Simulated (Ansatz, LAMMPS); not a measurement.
# Electronic structure of amorphous 63GeO2-24PbO-13Al2O3 (mol %) (115 atoms)

Wanted: forces, charges and levels of amorphous 63GeO2-24PbO-13Al2O3 (mol %) (115 atoms).

Program: Ansatz 0.2.0. Level of theory: Kohn-Sham DFT, PBE, PAW (set soft_2), plane waves. Results are calculated unless marked as measured.

### 1. Set-up

The cell holds 115 atoms: 24 Ge, 9 Pb, 10 Al and 72 O. Cell: a = 11.931 Å, b = 11.931 Å, c = 11.931 Å, α = 90.0°, β = 90.0°, γ = 90.0°. 115 atoms (24 Ge, 9 Sr, 10 Al, 72 O) placed at random at 3.86 g/cm³, melted at 5000 K for 10 ps at fixed volume with the Morse and Coulomb pair potential with partial charges (Pedone, Malavasi, Menziani, Cormack and Segre, J. Phys. Chem. B 110, 11780 (2006)). Quenched from 5000 K to 300 K at 1000 K/ps and fixed volume, held 10 ps at zero pressure, then minimised at fixed cell. Then Sr was replaced by Pb and the cell scaled by 1.008 (the potential has no terms for the new elements, so the cell is a start for a DFT relaxation).

What the set-up can't give: The quench rate of 1000 K/ps far exceeds what a furnace or splat quench reaches, so expect more defects and frozen-in strain than in a real sample. The starting topology of bonds comes from the classical model, and needn't be the one that DFT or experiment would give. Sampling is at Γ alone, for a cell whose shortest periodic width is 12 Å. Spin–orbit coupling is left out, which matters for the levels of the heavy elements.

### 2. How the cell was made

A classical potential makes the cell, at a small fraction of what the same run would cost in DFT.

This step: classical MD, Morse and Coulomb pair potential with partial charges (Pedone, Malavasi, Menziani, Cormack and Segre, J. Phys. Chem. B 110, 11780 (2006)) (LAMMPS 22 Jul 2025 - Update 4).

Input file in.lmp:

```
# melt-quench of Ge24Sr9Al10O72
units metal
atom_style charge
boundary p p p
region box block 0 11.9397 0 11.9397 0 11.9397
create_box 4 box
mass 1 72.6300   # Ge
mass 2 87.6200   # Sr
mass 3 26.9815   # Al
mass 4 15.9990   # O
create_atoms 1 random 24 562564 NULL overlap 1.5 maxtry 2000
create_atoms 2 random 9 562571 NULL overlap 1.5 maxtry 2000
create_atoms 3 random 10 562578 NULL overlap 1.5 maxtry 2000
create_atoms 4 random 72 562585 NULL overlap 1.5 maxtry 2000
pair_style hybrid/overlay pedone 5.5 coul/long 8.0
pair_coeff * * coul/long
pair_coeff 1 4 pedone 0.158118 2.294230 2.261313 5   # Ge-O
pair_coeff 2 4 pedone 0.019623 1.886000 3.328330 3   # Sr-O
pair_coeff 3 4 pedone 0.361581 1.900442 2.164818 0.9   # Al-O
pair_coeff 4 4 pedone 0.042395 1.379316 3.618701 22   # O-O
set type 1 charge 2.4
set type 2 charge 1.2
set type 3 charge 1.8
set type 4 charge -1.2
kspace_style pppm 1.0e-4
neigh_modify delay 0 every 1 check yes
thermo_style custom step time temp pe press density
thermo_modify norm yes
timestep 0.002
thermo 100
min_style cg
minimize 1e-4 1e-4 200 2000
reset_timestep 0
velocity all create 5000 562565 mom yes dist gaussian
# [... 14 lines left out ...]
thermo 1666
fix md all npt temp 300 300 0.2 iso 0 0 2
run 5000 post no
unfix md
thermo 100
min_style cg
minimize 0 1e-3 2000 20000
write_dump all custom glass.dump id type xs ys zs modify sort id
```

Run with:

```sh
lmp -in in.lmp -log none -nocite
```

Numbers of over 12 decimals in the logs are rounded to 6 here.

What it wrote:

```text
LAMMPS (22 Jul 2025 - Update 4)
Created orthogonal box = (0 0 0) to (11.9397 11.9397 11.9397)
Created 24 atoms
Created 9 atoms
Created 10 atoms
Created 72 atoms
PPPM initialization ...
  G vector (1/distance) = 0.37393042
  grid = 12 12 12
  estimated relative force accuracy = 8.4227747e-05
   Step          Time           Temp          PotEng         Press         Density
         0   0              0             -2.3138925      624661.21      3.8569526
        88   0.176          0             -14.215104      14813.23       3.8569526
Loop time of 0.203381 s on 1 MPI rank(s) for 88 steps with 115 atoms
Minimization stats:
  Stopping criterion = energy tolerance
  Energy initial, next-to-last, final =
     -2.31389251210273  -14.2139126084887  -14.2151037052492
  Force two-norm initial, final = 299.56509 2.7474507
  Iterations, force evaluations = 88 109
   Step          Time           Temp          PotEng         Press         Density
         0   0              5000          -14.215104      61049.027      3.8569526
       500   1              2072.8694     -13.932137      169.39608      3.8569526
      1000   2              2690.5985     -13.995457      4855.5371      3.8569526
Loop time of 1.43623 s on 1 MPI rank(s) for 1000 steps with 115 atoms
[... 3 lines left out ...]
      2499   4.998          4992.3341     -13.476935      41407.929      3.8569526
      3332   6.664          4738.8923     -13.580194      47060.582      3.8569526
      4165   8.33           4623.7736     -13.520618      68515.094      3.8569526
      4998   9.996          4812.2911     -13.445651      39158.959      3.8569526
      5831   11.662         4820.8118     -13.472445      49581.689      3.8569526
[... 1 line left out ...]
Loop time of 4.76824 s on 1 MPI rank(s) for 5000 steps with 115 atoms
   Step          Time           Temp          PotEng         Press         Density
[... 12 lines left out ...]
Loop time of 2.15132 s on 1 MPI rank(s) for 2350 steps with 115 atoms
   Step          Time           Temp          PotEng         Press         Density
[... 3 lines left out ...]
     13328   26.656         257.33324     -14.267575     -9599.7478      3.9607662
     13350   26.7           256.42294     -14.268603      11964.155      3.9590028
Loop time of 5.70467 s on 1 MPI rank(s) for 5000 steps with 115 atoms
   Step          Time           Temp          PotEng         Press         Density
     13350   26.7           256.42294     -14.268604      11963.389      3.9590028
     13373   26.746         256.42294     -14.304858     -2383.0436      3.9590028
Loop time of 0.0701533 s on 1 MPI rank(s) for 23 steps with 115 atoms
Minimization stats:
  Stopping criterion = linesearch alpha is zero
  Energy initial, next-to-last, final =
     -14.2686040039477  -14.3048584168783  -14.3048584168783
  Force two-norm initial, final = 13.954549 0.43136477
  Iterations, force evaluations = 23 77
```

Elapsed: 15 s, on 1 thread of Intel Xeon Platinum 8259CL at 2.50GHz (Skylake/Cascade Lake), shared host; peak memory 0.079 GiB.

### 3. Plane-wave single point

One self-consistent run at the given positions yields energy and forces.

Input file input.yaml:

```yaml
crystal:
  lattice:
    - [11.93091, 0.0, 0.0]
    - [0.0, 11.93091, 0.0]
    - [0.0, 0.0, 11.93091]
  atoms:
    - { symbol: Ge, position: [0.89331, 0.03135, 0.17067] }
    - { symbol: Ge, position: [0.11359, 0.5132, 0.90024] }
    - { symbol: Ge, position: [0.57291, 0.65845, 0.51664] }
    - { symbol: Ge, position: [0.356, 0.42307, 0.10026] }
    - { symbol: Ge, position: [0.39494, 0.54054, 0.8521] }
    - { symbol: Ge, position: [0.39058, 0.33488, 0.65046] }
    - { symbol: Ge, position: [0.0492, 0.00157, 0.8736] }
    - { symbol: Ge, position: [0.57455, 0.09741, 0.20168] }
    - { symbol: Ge, position: [0.02587, 0.48643, 0.61167] }
    - { symbol: Ge, position: [0.72706, 0.86242, 0.28083] }
    - { symbol: Ge, position: [0.28834, 0.93793, 0.55733] }
    - { symbol: Ge, position: [0.45096, 0.08731, 0.73585] }
    - { symbol: Ge, position: [0.43812, 0.90466, 0.31488] }
    - { symbol: Ge, position: [0.402, 0.15855, 0.99232] }
    - { symbol: Ge, position: [0.12584, 0.61746, 0.1629] }
    - { symbol: Ge, position: [0.88591, 0.20128, 0.93825] }
    - { symbol: Ge, position: [0.96756, 0.4404, 0.3484] }
    - { symbol: Ge, position: [0.16415, 0.09387, 0.2038] }
    - { symbol: Ge, position: [0.64013, 0.29424, 0.51901] }
    - { symbol: Ge, position: [0.8406, 0.71188, 0.08593] }
    - { symbol: Ge, position: [0.84123, 0.49207, 0.90956] }
    - { symbol: Ge, position: [0.74123, 0.58473, 0.29632] }
    - { symbol: Ge, position: [0.08812, 0.75745, 0.665] }
    - { symbol: Ge, position: [0.85493, 0.19022, 0.41251] }
    - { symbol: Pb, position: [0.2512, 0.59195, 0.483] }
    - { symbol: Pb, position: [0.47244, 0.62987, 0.24174] }
    - { symbol: Pb, position: [0.63777, 0.30338, 0.81556] }
    - { symbol: Pb, position: [0.52493, 0.84998, 0.95548] }
    - { symbol: Pb, position: [0.6643, 0.72482, 0.77043] }
    - { symbol: Pb, position: [0.23116, 0.33537, 0.35586] }
    - { symbol: Pb, position: [0.61148, 0.97998, 0.51963] }
    - { symbol: Pb, position: [0.13028, 0.19637, 0.69931] }
    - { symbol: Pb, position: [0.01979, 0.78872, 0.325] }
    - { symbol: Al, position: [0.81738, 0.90525, 0.93801] }
    - { symbol: Al, position: [0.06047, 0.31574, 0.10409] }
    - { symbol: Al, position: [0.06892, 0.76601, 0.95206] }
    - { symbol: Al, position: [0.07622, 0.07276, 0.4601] }
    - { symbol: Al, position: [0.88313, 0.90562, 0.53303] }
    - { symbol: Al, position: [0.58075, 0.37365, 0.2606] }
    - { symbol: Al, position: [0.74985, 0.49144, 0.65567] }
    - { symbol: Al, position: [0.27571, 0.95472, 0.89451] }
    - { symbol: Al, position: [0.27482, 0.85725, 0.12468] }
    - { symbol: Al, position: [0.73919, 0.03662, 0.74903] }
    - { symbol: O, position: [0.96879, 0.16548, 0.50024] }
    - { symbol: O, position: [0.97027, 0.66104, 0.15716] }
    - { symbol: O, position: [0.37421, 0.28953, 0.04739] }
    - { symbol: O, position: [0.40419, 0.82366, 0.19973] }
    - { symbol: O, position: [0.86334, 0.89052, 0.20855] }
    - { symbol: O, position: [0.18096, 0.75672, 0.16839] }
    - { symbol: O, position: [0.94239, 0.23149, 0.07282] }
    - { symbol: O, position: [0.72441, 0.35201, 0.62058] }
    - { symbol: O, position: [0.0317, 0.40087, 0.22402] }
    - { symbol: O, position: [0.10507, 0.91125, 0.97382] }
    - { symbol: O, position: [0.48393, 0.04512, 0.30627] }
    - { symbol: O, position: [0.42859, 0.42919, 0.75759] }
    - { symbol: O, position: [0.24778, 0.53198, 0.84628] }
    - { symbol: O, position: [0.41816, 0.5008, 0.99344] }
    - { symbol: O, position: [0.86999, 0.54607, 0.34093] }
    - { symbol: O, position: [0.66118, 0.6311, 0.40416] }
    - { symbol: O, position: [0.74381, 0.51322, 0.80437] }
    - { symbol: O, position: [0.31322, 0.84743, 0.98658] }
    - { symbol: O, position: [0.09556, 0.61604, 0.6206] }
    - { symbol: O, position: [0.92489, 0.78035, 0.98227] }
    - { symbol: O, position: [0.26036, 0.98798, 0.19486] }
    - { symbol: O, position: [0.60407, 0.23709, 0.213] }
    - { symbol: O, position: [0.43744, 0.41443, 0.2236] }
    - { symbol: O, position: [0.63294, 0.56509, 0.61119] }
    - { symbol: O, position: [0.28117, 0.08378, 0.97334] }
    - { symbol: O, position: [0.65857, 0.49369, 0.22099] }
    - { symbol: O, position: [0.72912, 0.8036, 0.02491] }
    - { symbol: O, position: [0.59816, 0.08821, 0.70497] }
    - { symbol: O, position: [0.14616, 0.12995, 0.3454] }
    - { symbol: O, position: [0.40551, 0.0063, 0.61164] }
    - { symbol: O, position: [0.60665, 0.37165, 0.40337] }
    - { symbol: O, position: [0.03811, 0.03421, 0.17086] }
    - { symbol: O, position: [0.8093, 0.57993, 0.02011] }
    - { symbol: O, position: [0.87468, 0.32815, 0.3748] }
    - { symbol: O, position: [0.18724, 0.04227, 0.54708] }
    [... 31 atom lines left out ...]
    - { symbol: O, position: [0.84738, 0.03128, 0.03027] }
    - { symbol: O, position: [0.6783, 0.99565, 0.21302] }
    - { symbol: O, position: [0.99844, 0.95324, 0.44639] }
    - { symbol: O, position: [0.17076, 0.23003, 0.15473] }
    - { symbol: O, position: [0.97277, 0.5332, 0.86419] }
    - { symbol: O, position: [0.88536, 0.51652, 0.61709] }
kpoints:
  mp_grid: { grid: [1, 1, 1] }
hamiltonian:
  xc: pbe
scf:
  occupations: { method: fermi_dirac, width: 0.025 }
output:
  forces: true
  stress: true
  populations: true
  dos:
    method: { smearing: { sigma: 0.08 } }
    de: 0.1
    projected: { site_lists: { Al: [Al], Ge: [Ge], O: [O], Pb: [Pb] } }
  eigenvalues: true
  write_density: true
  write_potential: true
  volumetric_format: npy
```

Run with:

```sh
ansatz run input.yaml --threads 8 --pin off --max-ram 15872MiB --backend cpu --events-out ev --progress --plain --runs-dir out
```

What it wrote:

```text
Engine: ansatz 0.2.0, x86_64-unknown-linux-gnu
Pseudopotentials: kind: paw
Pseudopotential: Ge, paw, valence charge 14, recommended cutoff 420 eV (normal), Ge.paw.azcp
Pseudopotential: Pb, paw, valence charge 14, recommended cutoff 420 eV (normal), Pb.paw.azcp
Pseudopotential: Al, paw, valence charge 3, recommended cutoff 420 eV (normal), Al.paw.azcp
[...]
--- Band table (eV) ---
  k-point 0: bands = ["-19.6249", "-19.6060", "-19.5596", "-19.5320", [... 561 levels ...], "14.4741", "14.5054", "14.5407", "14.5716", "14.6074", "14.6188", "14.6650", "14.7091", "14.7512", "14.8258", "14.8742", "14.9088"]
--- Löwdin populations: 115 sites ---
  site symbol       q [e]
     0     Ge     12.4164
     1     Ge     12.4122
     2     Ge     12.4263
[...]
114      O      6.8242
  spilling = 0.005195 (of n_electrons = 924.000000)
[key lines of the parts left out:]
SCF converged after 10 iterations
Free energy (F): -256481.541195 eV
Fermi energy:    6.204238 eV
P = ⅓ Tr σ = 3.3258 GPa (33.258 kbar)
```

It took 31 s on 8 threads of Intel Xeon Platinum 8259CL at 2.50GHz (Skylake/Cascade Lake), shared host; peak memory 2.9 GiB; 3.6 min of CPU time.

Numbers from this run:

* free energy: -256481.5412 eV
* free energy per atom: -2230.2743 eV/atom
* SCF cycles: 10
* pressure: 3.326 GPa
* r.m.s. force component: 0.7689 eV/Å
* longest force: 2.431 eV/Å
* Fermi energy: 6.204 eV
* gap (highest filled to lowest empty level): 2.135 eV
* spilling of the projection: 0.005195

Length of the force by element:

| element | coordination | atoms | mean length of the force (eV/Å) | spread | least | most |
| --- | --- | --- | --- | --- | --- | --- |
| Al | all | 10 | 1.06 | 0.410 | 0.519 | 1.81 |
| Ge | all | 24 | 1.30 | 0.479 | 0.393 | 1.99 |
| O | all | 72 | 1.30 | 0.485 | 0.412 | 2.43 |
| Pb | all | 9 | 0.740 | 0.322 | 0.306 | 1.34 |

Löwdin charges by element (they lack the spilled electrons, 0.042 e an atom on average):

| element | coordination | atoms | mean charge (e) | spread | least | most |
| --- | --- | --- | --- | --- | --- | --- |
| Al | all | 10 | 1.30 | 0.0249 | 1.26 | 1.34 |
| Ge | all | 24 | 1.57 | 0.0328 | 1.49 | 1.61 |
| O | all | 72 | -0.777 | 0.0338 | -0.877 | -0.683 |
| Pb | all | 9 | 1.11 | 0.0256 | 1.06 | 1.16 |

Density of states as counts of states in windows of 1 eV (from the Fermi level), total and the larger projections:

| from (eV) | to (eV) | total | O p | Ge p | Pb p | Ge s | O s | Pb d |
| --- | --- | --- | --- | --- | --- | --- | --- | --- |
| -18 | -17 | 96.3 | 0.4 | 3.4 | 0.2 | 0.3 | 29.8 | 59.1 |
| -17 | -16 | 30.4 | 0.1 | 0.2 | 0.0 | 0.1 | 3.1 | 26.5 |
| -16 | -11 | 0.0 | 0.0 | 0.0 | 0.0 | 0.0 | 0.0 | 0.0 |
| -11 | -10 | 13.0 | 7.3 | 0.5 | 0.0 | 3.9 | 0.8 | 0.0 |
| -10 | -9 | 16.5 | 8.5 | 0.8 | 0.1 | 3.5 | 1.0 | 0.0 |
| -9 | -8 | 22.7 | 9.8 | 1.2 | 0.2 | 2.4 | 1.1 | 0.0 |
| -8 | -7 | 19.7 | 11.6 | 1.8 | 0.1 | 1.4 | 0.8 | 0.0 |
| -7 | -6 | 43.6 | 31.9 | 7.1 | 0.5 | 0.5 | 0.8 | 0.0 |
| -6 | -5 | 42.2 | 31.9 | 5.0 | 1.1 | 0.4 | 1.2 | 0.0 |
| -5 | -4 | 58.8 | 48.2 | 3.3 | 2.2 | 0.3 | 1.9 | 0.0 |
| -4 | -3 | 79.3 | 70.6 | 1.8 | 2.1 | 0.2 | 1.3 | 0.0 |
| -3 | -2 | 100.6 | 94.0 | 1.2 | 1.2 | 0.1 | 0.8 | 0.0 |
| -2 | -1 | 53.5 | 50.4 | 0.4 | 0.4 | 0.1 | 0.3 | 0.0 |
| -1 | 0 | 0.1 | 0.1 | 0.0 | 0.0 | 0.0 | 0.0 | 0.0 |
| 0 | 1 | 0.4 | 0.1 | 0.0 | 0.3 | 0.0 | 0.0 | 0.0 |
| 1 | 2 | 13.1 | 2.3 | 0.5 | 7.0 | 1.5 | 1.2 | 0.0 |
| 2 | 3 | 22.8 | 3.9 | 1.4 | 11.2 | 3.1 | 2.0 | 0.0 |
| 3 | 4 | 24.5 | 4.3 | 2.0 | 11.1 | 3.6 | 2.0 | 0.0 |
| 4 | 5 | 24.6 | 5.0 | 3.3 | 6.8 | 5.2 | 1.9 | 0.0 |

The curve was stored every 0.100 eV, coarse against its broadening of 0.08 eV, so these counts are rough.

Between -26 and -18 eV lie 347 more states.

The levels nearest the highest filled one (over half full), pooled over k-points and spins:

| level less the highest filled one (eV) | occupation |
| --- | --- |
| -0.323 | 2 |
| -0.293 | 2 |
| -0.277 | 2 |
| -0.182 | 2 |
| -0.0567 | 2 |
| 0 | 2 |
| 2.14 | 0 |
| 2.24 | 0 |
| 2.54 | 0 |
| 2.59 | 0 |
| 2.78 | 0 |
| 2.92 | 0 |

(Part 1 of 2 ends here.)

[Logs are printed without paths, hosts, clocks, repeated set-up lines and the standing remarks that a program may print on its own settings, such as how far it seeks lower states.]

[Hosts, paths, dates, database ids (printed as entryN), source tags and the programs' standing remarks are cut or masked in the printed files.]
